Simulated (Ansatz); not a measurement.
# Sensitivity of the G0W0 gap of SiO2 (Fddd)

Aim: change settings of a G0W0 run on SiO2 (Fddd) and see what moves.

Calculated with Ansatz 0.2.0; G0W0 on LDA, plane waves, PAW; PAW set soft_1.

## Step 1: The structure

Symmetry: Fddd, No. 70, orthorhombic system. The conventional cell has a = 4.719 Å, b = 9.433 Å, c = 14.726 Å, α = 90.00°, β = 90.00°, γ = 90.00°. Nearest to Si lie 4 O at 1.60 to 1.62 Å. Nearest to O lie 2 Si at 1.60 Å. O has 2 Si at 1.62 Å nearest. Farther neighbours and most contacts between anions are not listed.

The cell and positions are those that the Materials Project relaxed with its own functionals (PBE, PBE+U or r2SCAN), kept fixed.

## Step 2: The base run: 4×4×4 mesh, 417 empty bands, screening to 108 eV, plasmon pole, PAW set soft_1 files

Now the one-shot GW correction: screening in the RPA, then the self-energy of the levels asked for. This step takes PAW set soft_1 files.

Contents of input.yaml:

```yaml
crystal:
  lattice:
    - [0.0, 4.71625711, 7.3627753715]
    - [2.3595806657, 0.0, 7.3627753715]
    - [2.3595806657, 4.71625711, 0.0]
  atoms:
    - { symbol: Si, position: [0.56323108, 0.56323108, 0.93676892] }
    - { symbol: Si, position: [0.31323108, 0.31323108, 0.68676892] }
    - { symbol: Si, position: [0.68676892, 0.68676892, 0.31323108] }
    - { symbol: Si, position: [0.93676892, 0.93676892, 0.56323108] }
    - { symbol: O, position: [0.625, 0.125, 0.625] }
    - { symbol: O, position: [0.625, 0.625, 0.125] }
    - { symbol: O, position: [0.625, 0.625, 0.625] }
    - { symbol: O, position: [0.125, 0.625, 0.625] }
    - { symbol: O, position: [0.1865604, 0.8134396, 0.1865604] }
    - { symbol: O, position: [0.8134396, 0.1865604, 0.8134396] }
    - { symbol: O, position: [0.4365604, 0.0634396, 0.4365604] }
    - { symbol: O, position: [0.0634396, 0.4365604, 0.0634396] }
kpoints:
  mp_grid: { grid: [4, 4, 4] }
hamiltonian:
  xc: lda
  pseudopotentials: { kind: paw, azcp: { folder: soft_1 }, xc_functional: pbe }
scf:
  occupations: { method: fixed }
gw:
  n_empty_bands: 417
  ecut_chi: 108
  qp_bands: [v4, c4]
  qp_kpoints: band_edges
  screening: { model: godby_needs }
```

The run is started by

```sh
$ ansatz run input.yaml --threads 3 --pin off --max-ram 92160MiB --backend cuda --events-out ev --progress --plain --runs-dir out --devices 1 --max-vram 13GiB
```

Numbers of over 12 decimals in the logs are rounded to 6 here.

The log of the run:

```text
GPUs: using 1 of 1 available (devices: 1).
Engine: ansatz 0.2.0, x86_64-unknown-linux-gnu
Pseudopotentials: kind: paw
Pseudopotential: Si, paw, valence charge 4, recommended cutoff 420 eV (normal), soft_1/Si.paw.azcp
Pseudopotential: O, paw, valence charge 6, recommended cutoff 420 eV (normal), soft_1/O.paw.azcp
Functional definition: SPW92
  exchange = slater_x
  correlation = pw_c
device memory: the entry about to start is reckoned to put 3.9 GiB on a device that reports 67.9 GiB free (of which the cap on the GPU budget leaves the run 13.0 GiB)
GPU FFT provider: cuFFT
GPU libraries: cuBLAS 13.8.2, cuFFT 12.4.0, cuSOLVER 12.3.4
Crystal: 12 atoms, lattice volume = 163.872 Å³
Basis set: ecut = 420 eV, 3169 PW (Γ)
Bands: 44, of which v1, the nominal top of the filled ones, is band 32 counted from 1 (31 counted from 0)
Symmetry: 8 space group operations
Space group: Fddd (ITA 70), of the structure as read, at distance tolerance 5.5e-5 Å
k-points: 18 of 64
Non-local potential: Si, projectors of the file, l = 0: 2, l = 1: 2, l = 2: 1
Non-local potential: O, projectors of the file, l = 0: 2, l = 1: 2, l = 2: 1
PAW form: soft (Blöchl's): semilocal exchange-correlation on the pseudo side does not see the compensation charge
PAW frozen core: Si, regenerated for the run's functional, and the local potential with it (the file was generated under x = pbe(κ = 0.804, μ = 0.219515), c = pbe(β = 0.066725))
PAW frozen core: O, regenerated for the run's functional, and the local potential with it (the file was generated under x = pbe(κ = 0.804, μ = 0.219515), c = pbe(β = 0.066725))
PAW one-centre angular grid: Si, 110 points (default); XC on 64 Gauss nodes
PAW one-centre angular grid: O, 110 points (default); XC on 64 Gauss nodes
Initial density: superposition of atomic densities (chi_scale 0.1, normalization cell, long waves kept (reshape's long-wave potential 0.01 eV rms))
Initial wavefunctions: pseudopotential atomic-orbital guess
GPU buffer pool allocated for 116640 grid points (all kernels)
GPU transforms: local potential and band sums: pruned to the plane-wave sphere, on 60×54×36
Functional: x = slater, c = lda
SCF iter   1: F=—  HF=-6897.269031 eV  |F-HF|=—  |Δ(HF+E_count)|=         —  Δρ=1.22e-1  dr2=2.19e1  ethr=3.10e-3  ⟨swp⟩=4.8  Hψ=3262  notcnv=0  defer=148
preconditioner: auto → Resta (q_TF=auto, 2.333 Å⁻¹)  ε∞=2.7  [insulator: Δε(μ)=7.136 eV  Ē_g=17.907 eV  n_scr=30 (ndim 8)  ℏωp=23.2 eV  f_vac=0.049  ε∞_Penn≈2.7]
SCF iter   2: F=—  HF=-6891.057086 eV  |F-HF|=—  |Δ(HF+E_count)|=    6.21e0  Δρ=4.17e-2  dr2=1.16e0  ethr=3.10e-3  ⟨swp⟩=3.7  Hψ=2098  notcnv=0  defer=160
SCF iter   3: F=—  HF=-6890.792108 eV  |F-HF|=—  |Δ(HF+E_count)|=   2.65e-1  Δρ=1.96e-2  dr2=3.66e-1  ethr=1.82e-3  ⟨swp⟩=1.9  Hψ=738  notcnv=0  defer=175
[...]
NSCF: frozen V_eff on 1 k-points
SCF converged after 8 iterations
Free energy (F): -6890.709766 eV
Harris-Foulkes:  -6890.709766 eV  (|F-HF|=7.34e-8)
Internal energy: -6890.709766 eV  (E = F + TS)
E sigma→0 (E₀):  -6890.709766 eV
Fermi energy:    1.447511 eV
--- Per-component energies (eV) ---
  E_band       = -345.440159
  E_kinetic    = 1546.653873
  E_local      = -4240.163944  (includes V_loc(G=0)·N_el)
  E_nonlocal   = 528.931622
  E_hartree    = 1558.261466
  E_xc         = -789.627636
  E_vxc        = -919.888347  (∫ρ·V_xc dr)
  E_paw        = -3165.226850  (= ΣΔE_a)
  E_vpaw       = -377.502226  (= ΣTr[D̂ρ^β])
  E_aug_tail   = 0.006884  (compensation charges beyond the density's cutoff)
  E_ewald      = -2330.657877
  E_core_change = 1.112695  (= ΣΔE_core)
  E_smearing   = -0.000000  (= −TS)
  E_closure    = -0.000000  (closes the sum)
  Σ components = -6890.709766   (vs F -6890.709766, Δ=0.00e0)
--- Band table (eV; the first three rows and the last of 18) ---
  k-point 0: bands = [... 28 lower, 0.8042, 1.0083, 1.4099, 1.4475, 6.9810, 9.5144, 9.5647, 9.9041, ... 8 higher]
  k-point 1: bands = [... 28 lower, 0.6813, 1.0260, 1.2064, 1.2809, 7.9190, 9.9867, 10.0478, 10.2783, ... 8 higher]
  k-point 2: bands = [... 28 lower, 0.8286, 0.8734, 1.1237, 1.1847, 9.4064, 9.9763, 10.2058, 10.7001, ... 8 higher]
  k-point 17: bands = [... 28 lower, 0.8148, 0.8148, 1.2814, 1.2814, 8.1256, 8.1256, 10.0021, 10.0021, ... 8 higher]
--- G₀W₀: ω_p = 23.2057 eV, 64 q-points, 417 empty bands' worth ---
  eigenvalues of the whole cell's RPA ε∞ on this k-mesh (on a slab, of 1 + 4πα/V) = 2.2735, 2.3242, 2.3365; static W/v taken at q = 0 is 0.433107
  GN-PPA: 3684842/11131793 pairs with Re ω̃² < 0 across q-mesh
  bands read: the sum over 449 bands ends inside a degenerate multiplet in 6 slots, whose members it reads at an even weight; the widest, k=6: bands 449 to 450 (counted from 1) at 1/2 each
  gw.qp_kpoints: band_edges: 18 of 18 stored k-points solved, in 1 pass; an edge of the gap read off the rows below is read off those points alone
    ik  band        ε_KS         Σx   Σc(E_QP)       V_xc       Z   E_QP_lin       E_QP  E_QP is
     0    29      0.8042   -26.3416     4.2511   -20.5507  0.8128    -0.7500    -0.7356  root
     0    30      1.0083   -26.5876     4.3182   -20.7265  0.8114    -0.5484    -0.5346  root
     0    31      1.4099   -26.9245     4.2661   -21.2008  0.8118    -0.0600    -0.0477  root
     0    32      1.4475   -26.5903     4.2688   -20.8379  0.8117    -0.0488    -0.0361  root
     0    33      6.9810    -6.9733    -3.2964   -11.7613  0.8726     8.4811     8.4725  root
     0    34      9.5144    -6.1078    -3.8406   -11.8416  0.8665    11.4228    11.4075  root
     0    35      9.5647    -5.5973    -3.8082   -11.2726  0.8685    11.4469    11.4318  root
     0    36      9.9041    -7.7439    -3.5691   -13.2195  0.8596    11.8270    11.8106  root
[...]
17    33      8.1256    -7.6193    -3.3038   -12.5606  0.8667     9.7738     9.7631  root
    17    34      8.1256    -7.6193    -3.3038   -12.5606  0.8667     9.7738     9.7631  root
    17    35     10.0021    -6.5266    -3.7690   -12.2452  0.8630    11.9681    11.9517  root
    17    36     10.0021    -6.5266    -3.7690   -12.2452  0.8630    11.9681    11.9517  root
```

Run time: 1.8 min. Hardware: 1 × NVIDIA H100 80GB HBM3 (shared by 6 runs) with 3 threads of AMD EPYC 7R13 (Zen 3), shared host; peak memory 3.5 GiB; 4.2 min of CPU time.

Numbers from this step:

- bands summed: 449
- plasmon-pole fit frequency: 23.21 eV
- RPA ε∞ on this mesh (eigenvalues): 2.273, 2.324, 2.337
- plane waves in the screening matrix: 425
- q-points in the mesh: 64
- G0W0 gap on the mesh: 8.509 eV
- k of the valence top: 0, 0, 0
- k of the conduction bottom: 0, 0, 0
- starting gap on the mesh: 5.533 eV
- Z at the valence top: 0.8117
- Z at the conduction bottom: 0.8726
- least direct G0W0 gap on the computed points: 8.509 eV

The gap on the mesh goes from 5.53 eV to 8.51 eV, a correction of +2.98 eV. Between the two edge states, bare exchange in place of the xc potential would open the gap by 10.54 eV, and correlation takes back 7.57 eV.

## Step 3: Variant: plasmon pole at a typed frequency

input.yaml, as its differences from that of step 2:

```diff
@@ -26,4 +26,4 @@
 gw:
-  n_empty_bands: 417
-  ecut_chi: 108
+  n_empty_bands: 372
+  ecut_chi: 100
   qp_bands: [v4, c4]
@@ -31 +31,2 @@
   screening: { model: godby_needs }
+  plasmon_pole_fit_frequency: 5
```

The log of the run:

```text
GPUs: using 1 of 1 available (devices: 1).
[...]
GPU FFT provider: cuFFT
GPU libraries: cuBLAS 13.8.2, cuFFT 12.4.0, cuSOLVER 12.3.4
Crystal: 12 atoms, lattice volume = 163.872 Å³
Basis set: ecut = 420 eV, 3169 PW (Γ)
Bands: 44, of which v1, the nominal top of the filled ones, is band 32 counted from 1 (31 counted from 0)
Symmetry: 8 space group operations
[...]
k-points: 18 of 64
[...]
GPU buffer pool allocated for 116640 grid points (all kernels)
[...]
SCF iter   1: F=—  HF=-6897.269031 eV  |F-HF|=—  |Δ(HF+E_count)|=         —  Δρ=1.22e-1  dr2=2.19e1  ethr=3.10e-3  ⟨swp⟩=4.8  Hψ=3262  notcnv=0  defer=148
[...]
SCF iter   8: F=-6890.709766 eV  HF=-6890.709766 eV  |F-HF|=7.34e-8  |Δ(HF+E_count)|=   3.50e-6  Δρ=7.54e-6  dr2=9.25e-8  ethr=1.56e-10  ⟨swp⟩=14.2  Hψ=5069  notcnv=0
SCF 1 converged in 8 iterations: F = -6890.709766 eV  dr2 = 9.25e-8
[...]
NSCF: frozen V_eff on 18 k-points
[...]
G₀W₀ screening: q 1/18
[... further progress lines ...]
[...]
SCF converged after 8 iterations
Free energy (F): -6890.709766 eV
[...]
Internal energy: -6890.709766 eV  (E = F + TS)
E sigma→0 (E₀):  -6890.709766 eV
Fermi energy:    1.447511 eV
[...]
--- Band table (eV; the first three rows and the last of 18) ---
  k-point 0: bands = [... 28 lower, 0.8042, 1.0083, 1.4099, 1.4475, 6.9810, 9.5144, 9.5647, 9.9041, ... 8 higher]
  k-point 1: bands = [... 28 lower, 0.6813, 1.0260, 1.2064, 1.2809, 7.9190, 9.9867, 10.0478, 10.2783, ... 8 higher]
  k-point 2: bands = [... 28 lower, 0.8286, 0.8734, 1.1237, 1.1847, 9.4064, 9.9763, 10.2058, 10.7001, ... 8 higher]
  k-point 17: bands = [... 28 lower, 0.8148, 0.8148, 1.2814, 1.2814, 8.1256, 8.1256, 10.0021, 10.0021, ... 8 higher]
--- G₀W₀: ω_p = 5.0000 eV, 64 q-points, 372 empty bands' worth ---
[...]
GN-PPA: 2745036/8864153 pairs with Re ω̃² < 0 across q-mesh
[...]
0    29      0.8042   -26.3416     4.3919   -20.5507  0.7943    -0.6101    -0.5948  root
     0    30      1.0083   -26.5876     4.4562   -20.7265  0.7930    -0.4125    -0.3966  root
     0    31      1.4099   -26.9245     4.3974   -21.2008  0.7940     0.0699     0.0836  root
     0    32      1.4475   -26.5903     4.4041   -20.8379  0.7932     0.0851     0.0992  root
     0    33      6.9810    -6.9733    -3.2618   -11.7613  0.8592     8.5191     8.5071  root
     0    34      9.5144    -6.1078    -3.7867   -11.8416  0.8524    11.4840    11.4614  root
     0    35      9.5647    -5.5973    -3.7497   -11.2726  0.8539    11.5120    11.4902  root
     0    36      9.9041    -7.7439    -3.5435   -13.2195  0.8440    11.8593    11.8361  root
[...]
17    33      8.1256    -7.6193    -3.2740   -12.5606  0.8524     9.8081     9.7929  root
    17    34      8.1256    -7.6193    -3.2740   -12.5606  0.8524     9.8081     9.7929  root
    17    35     10.0021    -6.5266    -3.7235   -12.2452  0.8479    12.0215    11.9971  root
    17    36     10.0021    -6.5266    -3.7235   -12.2452  0.8479    12.0215    11.9971  root
```

The job ended after 1.7 min (1 × NVIDIA H100 80GB HBM3 (shared by 6 runs) with 3 threads; peak memory 3 GiB).

The G0W0 gap on the mesh is 8.408 eV.

Against the base:

```
                   setting  base  variant
               empty bands   417      372
     screening cutoff (eV)   108      100
plasmon pole fit frequency     -        5
```

```csv
quantity,variant,base
starting gap on the mesh,5.533,5.533
G0W0 gap on the mesh,8.408,8.509
least direct G0W0 gap on the computed points,8.408,8.509
Z at the valence top,0.793,0.812
Z at the conduction bottom,0.859,0.873
```

## Step 4: Results

```json
{
  "base": "8.51 eV, 1.8 min",
  "plasmon pole at a typed frequency": "8.41 eV, 1.7 min"
}
```

What this shows: Plasmon pole at a typed frequency: the gap moves by −0.10 eV. The variant differs from the base in empty bands, screening cutoff and plasmon pole fit frequency together, so the change can't be laid to one of them. All runs here use a coarse mesh and modest cutoffs; they test settings and are not final values.

[Paths, hosts, dates, memory and timing lines, banners, echoed tables and standing remarks are left out of the program output.]

[Logs are printed without paths, hosts, clocks, repeated set-up lines and the standing remarks that a program may print on its own settings, such as how far it seeks lower states.]

[Runs of the session that timed out or met a known fault of the program may be left out.]

[Cells called generated may have been cut or substituted from an entry of the Crystallography Open Database or the Materials Project.]

[Hosts, paths, dates, database ids (printed as entryN), source tags and the programs' standing remarks are cut or masked in the printed files.]
